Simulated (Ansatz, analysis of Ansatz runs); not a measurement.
# Moving an added electron between Cr sites in LaCrO4 (P2_1/c)

Aim: the energy barrier that a trapped electron meets when it moves from one Cr atom to another one nearby in LaCrO4 (P2_1/c). The model is a cell of 48 host atoms.

Calculated with Ansatz 0.2.0; plane-wave PAW DFT, PBEsol+U; relaxation of all atoms of a supercell at fixed charge in a uniform background; PAW set soft_1.

Report form: the programs' logs are mostly left out.

## Step 1: Set-up

The cell holds 48 atoms: 8 La, 8 Cr and 32 O. Its edges and angles: a = 9.773 Å, b = 9.773 Å, c = 8.262 Å, α = 67.1°, β = 112.9°, γ = 85.5°. It derives from LaCrO4 (space group P2_1/c). Nearest the centre at fractional (0.000, 0.500, 0.000): O39 at 1.92 Å, O36 at 1.92 Å, O30 at 2.15 Å, O25 at 2.15 Å, Cr14 at 2.38 Å, Cr9 at 2.38 Å, O46 at 2.97 Å, O41 at 2.97 Å.

Hubbard terms: Cr d 4.0 eV. They were chosen, not fitted, to curb self-interaction in the shells named, the trial site's among them. The two sites are Cr14 and Cr9. The cell's shortest repeat is 8.3 Å. The host's moments were started ferromagnetic, high spin; both sites carry the same spin direction.

## Step 2: The cell without the carrier

The neutral cell is relaxed first, from small random displacements, so that bond lengths and moments with the carrier can be set beside those of a relaxed cell without it.

Input file neutral.relax/input.yaml:

```yaml
crystal:
  lattice:
    - [6.63091836, 7.17871848, 0.02486774]
    - [-6.63091836, 7.17871848, -0.02486774]
    - [-4.76261004, 0.0, 6.75059431]
  atoms:
    - { symbol: La, position: [0.417918, 0.238426, 0.282621] }
    - { symbol: La, position: [0.917918, 0.738426, 0.282621] }
    - { symbol: La, position: [0.488426, 0.667918, 0.217379] }
    - { symbol: La, position: [0.988426, 0.167918, 0.217379] }
    - { symbol: La, position: [0.082082, 0.261574, 0.717379] }
    - { symbol: La, position: [0.582082, 0.761574, 0.717379] }
    - { symbol: La, position: [0.011574, 0.832082, 0.782621] }
    - { symbol: La, position: [0.511574, 0.332082, 0.782621] }
[... 36 atom lines left out ...]
    - { symbol: O, position: [0.230036, 0.885895, 0.01264] }
    - { symbol: O, position: [0.730036, 0.385895, 0.01264] }
    - { symbol: O, position: [0.135895, 0.480036, 0.48736] }
    - { symbol: O, position: [0.635895, 0.980036, 0.48736] }
basis:
  ecutwfc: 420
  xc_grid: 2
hamiltonian:
  xc: pbesol
  hubbard:
    sites: [{ species: Cr, l: d, u_eff: 4.0 }]
    projectors: ortho-atomic
  pseudopotentials: { kind: paw, azcp: { folder: soft_1 }, xc_functional: pbe }
kpoints:
  mp_grid: { grid: [1, 1, 1] }
magnetization:
  spin_polarized: true
  initial_magnetization: 8
  spin_locking: { lock_magnetization: hard }
scf:
  occupations: { method: fermi_dirac, width: 0.01 }
  max_iter: 120
  lower_state_search: "off"
output:
  forces: true
relax:
  f_tol: 0.02
  max_steps: 70
  random_displacement: { amplitude: 0.04, seed: 4820 }
checkpoint:
  write: "../neutral.relax.run"
  compress: false
  write_wavefunctions: true
  write_every: 100000
```

Started as:

```sh
$ ansatz run input.yaml --threads 8 --pin off --max-ram 18841MiB --backend cpu --events-out ev --progress --plain --runs-dir out
```

It took 37 s on 8 threads of Arm Neoverse V2, shared host; peak memory 1.4 GiB.

The largest displacement from an ideal site is 0.023 Å.

## Step 3: The electron on the first site

The nearest neighbour or neighbours of the site start displaced and the site's starting moment is changed by the carrier's spin, since a carrier doesn't trap itself in the undistorted lattice.

Input file A.relax/input.yaml:

```yaml
crystal:
  lattice:
    - [6.63091836, 7.17871848, 0.02486774]
    - [-6.63091836, 7.17871848, -0.02486774]
    - [-4.76261004, 0.0, 6.75059431]
  atoms:
    - { symbol: La, position: [0.418049, 0.237515, 0.282943] }
    - { symbol: La, position: [0.917867, 0.737527, 0.282829] }
    - { symbol: La, position: [0.486434, 0.668976, 0.216983] }
    - { symbol: La, position: [0.986459, 0.168908, 0.217034] }
    - { symbol: La, position: [0.080992, 0.2635, 0.716992] }
    - { symbol: La, position: [0.581018, 0.763491, 0.716947] }
    - { symbol: La, position: [0.012488, 0.831938, 0.782945] }
    - { symbol: La, position: [0.512556, 0.332102, 0.782922] }
[... 36 atom lines left out ...]
    - { symbol: O, position: [0.229992, 0.884575, 0.015298] }
    - { symbol: O, position: [0.730088, 0.384666, 0.014995] }
    - { symbol: O, position: [0.133471, 0.480929, 0.484561] }
    - { symbol: O, position: [0.633686, 0.981095, 0.484558] }
total_charge: -1
basis:
  ecutwfc: 420
  xc_grid: 2
hamiltonian:
  xc: pbesol
  hubbard:
    sites: [{ species: Cr, l: d, u_eff: 4.0 }]
    projectors: ortho-atomic
  pseudopotentials: { kind: paw, azcp: { folder: soft_1 }, xc_functional: pbe }
kpoints:
  mp_grid: { grid: [1, 1, 1] }
magnetization:
  spin_polarized: true
  initial_magnetization: 9
  spin_locking: { lock_magnetization: hard }
scf:
  occupations: { method: fermi_dirac, width: 0.01 }
  max_iter: 120
  lower_state_search: "off"
output:
  forces: true
relax:
  f_tol: 0.015
  max_steps: 70
  escape_saddle: false
checkpoint:
  write: "../A.relax.run"
  compress: false
  write_wavefunctions: true
  write_every: 100000
```

Wall time 58 s (8 threads); peak memory 1.4 GiB; 7.1 min of CPU time.

Relaxation path:

| step | energy less that of the first step (eV) | largest force component (eV/Å) |
| --- | --- | --- |
| 1 | 0.0000 | 1.4370 |
| 2 | -0.1216 | 1.0262 |
| 3 | -0.3171 | 0.3610 |
| 4 | -0.3326 | 0.1333 |
| 5 | -0.3368 | 0.0669 |
| 6 | -0.3028 | 0.2750 |
| 7 | -0.3393 | 0.0205 |
| 8 | -0.3396 | 0.0117 |

Relaxation step 6 was tried and not accepted.

The atoms that moved most (Å):

```csv
atom,dx,dy,dz,length
O30,0.011,-0.085,-0.080,0.118
O44,-0.044,0.025,0.094,0.107
La2,-0.004,-0.047,0.060,0.076
O47,0.041,0.046,0.035,0.071
La3,0.024,0.008,0.066,0.070
O36,0.017,-0.033,-0.058,0.068
La8,0.004,0.037,-0.052,0.064
O22,0.036,0.045,0.018,0.060
```

The moves above count from the input, in which the site's nearest neighbours were already displaced; the distances below compare with the cell without the carrier.

Distances from Cr14 without and with the electron:

```csv
atom,without (Å),with (Å)
O30,1.69,1.76
O44,1.70,1.78
O22,1.70,1.76
O36,1.71,1.76
```

The largest changes of the moments are 0.71 μB on Cr14, 0.03 μB on Cr13 and 0.03 μB on Cr9. The largest part sits on the chosen site.

## Step 4: The electron on the second site

The same start is made on the second site, to get the end of the hop.

Input file B.relax/input.yaml:

```yaml
crystal:
  lattice:
    - [6.63091836, 7.17871848, 0.02486774]
    - [-6.63091836, 7.17871848, -0.02486774]
    - [-4.76261004, 0.0, 6.75059431]
  atoms:
    - { symbol: La, position: [0.418049, 0.237515, 0.282943] }
    - { symbol: La, position: [0.917867, 0.737527, 0.282829] }
[... 6 atom lines left out ...]
    - { symbol: Cr, position: [0.177648, 0.488605, 0.302521], spin: 2.0 }
[... 4 atom lines left out ...]
    - { symbol: Cr, position: [0.821185, 0.512369, 0.697099], spin: 1.0 }
[... 10 atom lines left out ...]
    - { symbol: O, position: [0.041742, 0.67154, 0.106126] }
[... 4 atom lines left out ...]
    - { symbol: O, position: [0.948213, 0.341571, 0.880492] }
[... 5 atom lines left out ...]
    - { symbol: O, position: [0.839533, 0.662329, 0.75431] }
[... 2 atom lines left out ...]
    - { symbol: O, position: [0.158203, 0.327914, 0.241471] }
[... 8 atom lines left out ...]
    - { symbol: O, position: [0.633686, 0.981095, 0.484558] }
total_charge: -1
basis:
  ecutwfc: 420
  xc_grid: 2
hamiltonian:
  xc: pbesol
  hubbard:
    sites: [{ species: Cr, l: d, u_eff: 4.0 }]
    projectors: ortho-atomic
  pseudopotentials: { kind: paw, azcp: { folder: soft_1 }, xc_functional: pbe }
kpoints:
  mp_grid: { grid: [1, 1, 1] }
magnetization:
  spin_polarized: true
  initial_magnetization: 9
  spin_locking: { lock_magnetization: hard }
scf:
  occupations: { method: fermi_dirac, width: 0.01 }
  max_iter: 120
  lower_state_search: "off"
output:
  forces: true
relax:
  f_tol: 0.015
  max_steps: 70
  escape_saddle: false
checkpoint:
  write: "../B.relax.run"
  compress: false
  write_wavefunctions: true
  write_every: 100000
```

It took 59 s on 8 threads; peak memory 1.4 GiB.

Distances from Cr9 without and with the electron:

| atom | without (Å) | with (Å) |
| --- | --- | --- |
| O25 | 1.69 | 1.76 |
| O47 | 1.70 | 1.78 |
| O17 | 1.70 | 1.76 |
| O39 | 1.71 | 1.76 |

The largest changes of the moments are 0.71 μB on Cr9, 0.03 μB on Cr10 and 0.03 μB on Cr14. The largest part sits on the chosen site.

## Step 5: Points on the line between the two structures

All atoms move on the straight line between the two relaxed structures, 2.50 amu^1/2 Å long in mass-weighted terms. Each point starts from the state of the point before, once from either end, so that both localised states can be followed; the midpoint is also started with the carrier shared.

Input file A.x0500/input.yaml:

```yaml
crystal:
  lattice:
    - [6.63091836, 7.17871848, 0.02486774]
    - [-6.63091836, 7.17871848, -0.02486774]
    - [-4.76261004, 0.0, 6.75059431]
  atoms:
    - { symbol: La, position: [0.417401, 0.236989, 0.283552] }
    - { symbol: La, position: [0.9201, 0.732349, 0.28862] }
[... 6 atom lines left out ...]
    - { symbol: Cr, position: [0.177548, 0.489007, 0.298387], spin: 1.0 }
[... 4 atom lines left out ...]
    - { symbol: Cr, position: [0.8214, 0.511965, 0.701344], spin: 2.0 }
[... 10 atom lines left out ...]
    - { symbol: O, position: [0.049451, 0.666073, 0.119433] }
[... 4 atom lines left out ...]
    - { symbol: O, position: [0.949489, 0.334903, 0.880297] }
[... 5 atom lines left out ...]
    - { symbol: O, position: [0.838722, 0.666734, 0.754059] }
[... 2 atom lines left out ...]
    - { symbol: O, position: [0.160225, 0.334244, 0.245666] }
[... 8 atom lines left out ...]
    - { symbol: O, position: [0.631424, 0.98237, 0.481125] }
total_charge: -1
basis:
  ecutwfc: 420
  xc_grid: 2
hamiltonian:
  xc: pbesol
  hubbard:
    sites: [{ species: Cr, l: d, u_eff: 4.0 }]
    projectors: ortho-atomic
  pseudopotentials: { kind: paw, azcp: { folder: soft_1 }, xc_functional: pbe }
kpoints:
  mp_grid: { grid: [1, 1, 1] }
magnetization:
  spin_polarized: true
  initial_magnetization: 9
  spin_locking: { lock_magnetization: hard }
scf:
  occupations: { method: fermi_dirac, width: 0.01 }
  max_iter: 120
  lower_state_search: "off"
output:
  forces: true
  eigenvalues: true
  eigenstates: { localisation: true }
  write_density: true
  write_potential: true
  volumetric_format: npy
checkpoint:
  read: "../A.x0375.run"
  write: "../A.x0500.run"
  compress: false
  write_wavefunctions: true
  write_every: 100000
```

Run time: 16 s. Hardware: 8 threads; peak memory 1.4 GiB.

From eigenstates.tsv, first k-point; energies on the run's zero. The participation number counts the atoms that a state is spread over, of 48; bands count from 0.

| spin | band | energy (eV) | occupation | participation | largest share on | share |
| --- | --- | --- | --- | --- | --- | --- |
| down | 186 | 7.128 | 1.00 | 18.4 | O48 | 0.09 |
| down | 187 | 7.133 | 1.00 | 24.9 | O23 | 0.07 |
| down | 188 | 7.160 | 1.00 | 25.7 | O35 | 0.07 |
| down | 189 | 7.266 | 1.00 | 15.7 | O26 | 0.12 |
| down | 190 | 7.293 | 1.00 | 13.5 | O44 | 0.15 |
| down | 191 | 7.351 | 1.00 | 11.0 | O25 | 0.17 |
| down | 192 | 10.687 | 0.00 | 9.6 | Cr11 | 0.16 |
| down | 193 | 10.696 | 0.00 | 8.9 | Cr12 | 0.17 |
| down | 194 | 10.799 | 0.00 | 5.3 | Cr10 | 0.30 |
| down | 195 | 10.813 | 0.00 | 8.5 | Cr11 | 0.17 |
| down | 196 | 10.971 | 0.00 | 4.8 | Cr10 | 0.31 |
| up | 195 | 8.818 | 1.00 | 25.1 | Cr14 | 0.08 |
| up | 196 | 8.846 | 1.00 | 23.9 | Cr12 | 0.08 |
| up | 197 | 8.922 | 1.00 | 21.0 | Cr10 | 0.11 |
| up | 198 | 9.007 | 1.00 | 27.2 | Cr14 | 0.08 |
| up | 199 | 9.043 | 1.00 | 25.8 | Cr9 | 0.09 |
| up | 200 | 9.231 | 1.00 | 8.7 | Cr9 | 0.22 |
| up | 201 | 9.478 | 0.00 | 8.6 | Cr9 | 0.22 |
| up | 202 | 9.782 | 0.00 | 11.9 | Cr11 | 0.15 |
| up | 203 | 9.861 | 0.00 | 7.4 | Cr13 | 0.25 |
| up | 204 | 9.874 | 0.00 | 11.1 | Cr12 | 0.18 |
| up | 205 | 9.933 | 0.00 | 9.6 | Cr11 | 0.20 |

Under PBEsol+U (4 eV) at the zone centre alone, the highest filled state is spin up, spread over 9 of 48 atoms, and the lowest empty one, 0.25 eV above it, is spin up, spread over 9 of 48 atoms.

Spin density in the ac plane at fractional y = 0.500, through the centre, with atoms of Cr and O within 0.45 Å of it.

Ten even steps from '0' (-0.1 e/Å³) to '9' (1.9 e/Å³), each cell a mean:
```
000000000000000000000000000
000000000000000000000000000
000000011000000000000000000
000000001000000000000001000
000000100000000000000023100
000000000000000000000385100
000000000000000000001695100
000000000000000000001331000
000000000000000000001100000
000000000000000000000000000
000000000000000000000000000
000000000000000000000000000
000000000000000000000000000
000012200000000000000000000
000157200000000000000000000
000398200000000000000000000
000253100000000000000000000
000110000000000000001100000
000000000000000000110000000
000000000000000000010000000
000000000000000000000000000
000000000000000000000000000
```
Columns run along a (9.8 Å), rows up along c (8.3 Å). Atoms in or near the plane, at fractional coordinates: Cr at (0.18, 0.30), Cr at (0.82, 0.70), O at (0.37, 0.39), O at (0.62, 0.61), O at (0.86, 0.51), O at (0.13, 0.49).

Electrostatic potential energy in the ac plane at fractional y = 0.500, through the centre, with atoms of Cr and O within 0.45 Å of it. With pseudopotentials it is smooth inside the atoms' cores, unlike the true potential.

Values in eV, 12 rows by 16 columns, each cell a mean:
```
 14  14  13  10   2   0   8  13  13  13  12  12  13  14  14  14
 13  13  11  -1 -21 -13   7  11  12  13  13  13  11   8   7  11
 13  13  10  -2 -11   2   8   7  10  12  13  11  -5 -21 -16   7
 13  13  12  10   9  11   9   8   9   7  -8  -3 -22 -21 -14   9
 13  13  12  13  13  12  10   9  10 -12 -23  -3 -13 -14  -8   9
 13   1 -16   3  13  12  12  12  13   5   7  11   8 -20 -24   7
 12 -18 -22   1   8   3  -6  10  12  11  12  13  11  -5   3  13
 12   2 -16 -21  -8 -22 -18   8   9   9  11  12  13  13  13  13
 11  -9 -22 -22  -3   2   9  10   8   9  10   7   5  10  13  13
 10  -3 -15  -4  10  13  12  11   9   7   3 -16 -12   8  13  13
 13  11  10  12  13  13  13  13  12  10  -6 -19  -4  10  13  14
 14  14  14  14  12  11  12  13  13  11   6   5  11  13  14  14
```
Columns run along a (9.8 Å; values clipped at the 3rd and 97th percentile), rows up along c (8.3 Å). Atoms in or near the plane, at fractional coordinates: Cr at (0.18, 0.30), Cr at (0.82, 0.70), O at (0.37, 0.39), O at (0.62, 0.61), O at (0.86, 0.51), O at (0.13, 0.49).

Valence density in the ac plane at fractional y = 0.500, through the centre, with atoms of Cr and O within 0.45 Å of it. It is the smooth field of the valence electrons, not physical close to the nuclei.

Ten steps, logarithmic in the rise over the least value, from '0' (0 e/Å³) to '9' (17 e/Å³), each cell a mean:
```
000000122110000001221000000
000001233211110001221000000
000001355322221001110001110
000012565323321000000123210
000012443223321001111466520
000011221123211112324798620
000001100111111245545898511
000000000001111367645775321
100122100000012467533445542
112454200000012454321357752
125775210111111222111367742
136774211243210110001356421
135653223565310000001233210
123456545775311100000111000
012589745664211111000000000
013799733432111221111110000
013787422110012332233311000
012453100000123332355420000
001110001100112322565310000
000000011110011112453200000
000000112110000001222100000
000000122100000001121100000
```
Columns run along a (9.8 Å), rows up along c (8.3 Å). Atoms in or near the plane, at fractional coordinates: Cr at (0.18, 0.30), Cr at (0.82, 0.70), O at (0.37, 0.39), O at (0.62, 0.61), O at (0.86, 0.51), O at (0.13, 0.49).

Free energies from the first end:

```csv
started from,fraction,energy (eV),moment change on Cr14 (μB),on Cr9 (μB)
first site,0,0.000,0.71,0.03
first site,0.125,0.013,0.68,0.07
first site,0.25,0.046,0.64,0.15
first site,0.375,0.081,0.57,0.30
first site,0.5,0.094,0.45,0.45
first site,0.625,0.081,0.30,0.57
second site,0.875,0.013,0.07,0.68
second site,0.75,0.046,0.15,0.64
second site,0.625,0.081,0.30,0.57
second site,0.5,0.094,0.45,0.45
second site,0.375,0.081,0.57,0.30
shared,0.5,0.094,0.45,0.45
second site,1,0.000,0.03,0.71
```

## Step 6: Summary of results

```yaml
distance_of_the_two_sites_without_the_carrier: 4.76 Å
```

The highest point of the line lies 0.09 eV above the first end, but there the electron is shared along a chain of sites and their images, so this is no barrier of a single pair, which may be higher, and the image-charge term need not cancel. The second site lies about half a repeat away: the first meets it and its image at 4.76 and 5.67 Å, so the cell models a chain, and nothing is concluded on the coupling of a single pair. A shorter hop, 4.18 Å to Cr16, was not computed. No run compares the localised electron with one spread in the band, so its binding is unknown. The magnetic order was assumed and need not be the ground state. The total moment is locked, so a carrier of the other spin direction was not tried. The program's search for lower electronic states was switched off in all runs, so that each state is followed; none is shown to be the lowest at its structure. No image-charge correction is applied; it nearly cancels along the line while the charge stays localised. What this leaves open: sampling at the zone centre alone can move energies of charged and open-shell states by tenths of an eV or more in cells of this size; the images are only 8.3 Å apart; gap and trapping depend on the U chosen (Cr d 4.0 eV); spin–orbit coupling, which can matter with heavy atoms, is left out.

[Logs are printed without paths, hosts, clocks, repeated set-up lines and the standing remarks that a program may print on its own settings, such as how far it seeks lower states.]

[Hosts, paths, dates, database ids (printed as entryN), source tags and the programs' standing remarks are cut or masked in the printed files.]
